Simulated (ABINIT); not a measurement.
Planning a run of ABINIT 10.8.3 on Be3N2 (P6_3/mmc). The input:

```
acell 3*1.0 Angstrom
rprim 
  2.841679226310 0.000000000023 0.000000000000
  -1.420839613175 2.460966399380 0.000000000000
  0.000000000000 0.000000000000 9.746841010000
ntypat 2
znucl 4 7
natom 10
typat 1 1 1 1 1 1 2 2 2 2
xred 
  0.333333333333 0.666666666667 0.078485970000
  0.666666666667 0.333333333333 0.578485970000
  0.666666666667 0.333333333333 0.921514030000
  0.333333333333 0.666666666667 0.421514030000
  0.000000000000 0.000000000000 0.250000000000
  0.000000000000 0.000000000000 0.750000000000
  0.000000000000 0.000000000000 0.000000000000
  0.000000000000 0.000000000000 0.500000000000
  0.333333333333 0.666666666667 0.250000000000
  0.666666666667 0.333333333333 0.750000000000
pp_dirpath "pseudos"
pseudos "Be.upf, N.upf"
ecut 38
ngkpt 6 6 2
nshiftk 1
shiftk 0 0 0
kptopt 1
chksymbreak 0
istwfk *1
occopt 1
irdwfk 1
optdriver 4
nband 467
gwcalctyp 0
ecutsigx 38
symsigma 1
nkptgw 4
kptgw 
  0.0000000000 0.0000000000 0.0000000000
  0.5000000000 0.0000000000 0.0000000000
  0.0000000000 0.0000000000 0.5000000000
  0.5000000000 0.0000000000 0.5000000000
bdgw 
  21 24
  21 24
  19 24
  21 24
ecuteps 4.54
irdscr 1
ppmodel 1
indata_prefix "in"
outdata_prefix "out"
tmpdata_prefix "tmp"
```

```sh
OMP_NUM_THREADS=1 mpirun -n 4 abinit run.abi > log
```

Estimate wall time and host memory on 4 MPI ranks of Arm Neoverse V1, shared host.

It took 1.7 min; on shared hardware allow 52 s to 3.5 min. Peak host memory was 3.3 GiB.

[Paths, hosts, dates, memory and timing lines, banners, echoed tables and standing remarks are left out of the program output.]

[Logs are printed without paths, hosts, clocks, repeated set-up lines and the standing remarks that a program may print on its own settings, such as how far it seeks lower states.]

[Runs of the session that timed out or met a known fault of the program may be left out.]

[Hosts, paths, dates, database ids (printed as entryN), source tags and the programs' standing remarks are cut or masked in the printed files.]

[G0W0 gaps are taken among the corrected bands and points alone; a level outside them can change the order at an edge.]

[Where Ansatz stands beside ABINIT at settings called matched, ABINIT's density can come from a denser mesh and the files from another edition; pairs whose starting gaps differed by over 0.03 eV were left out, so agreement reads better than it is.]
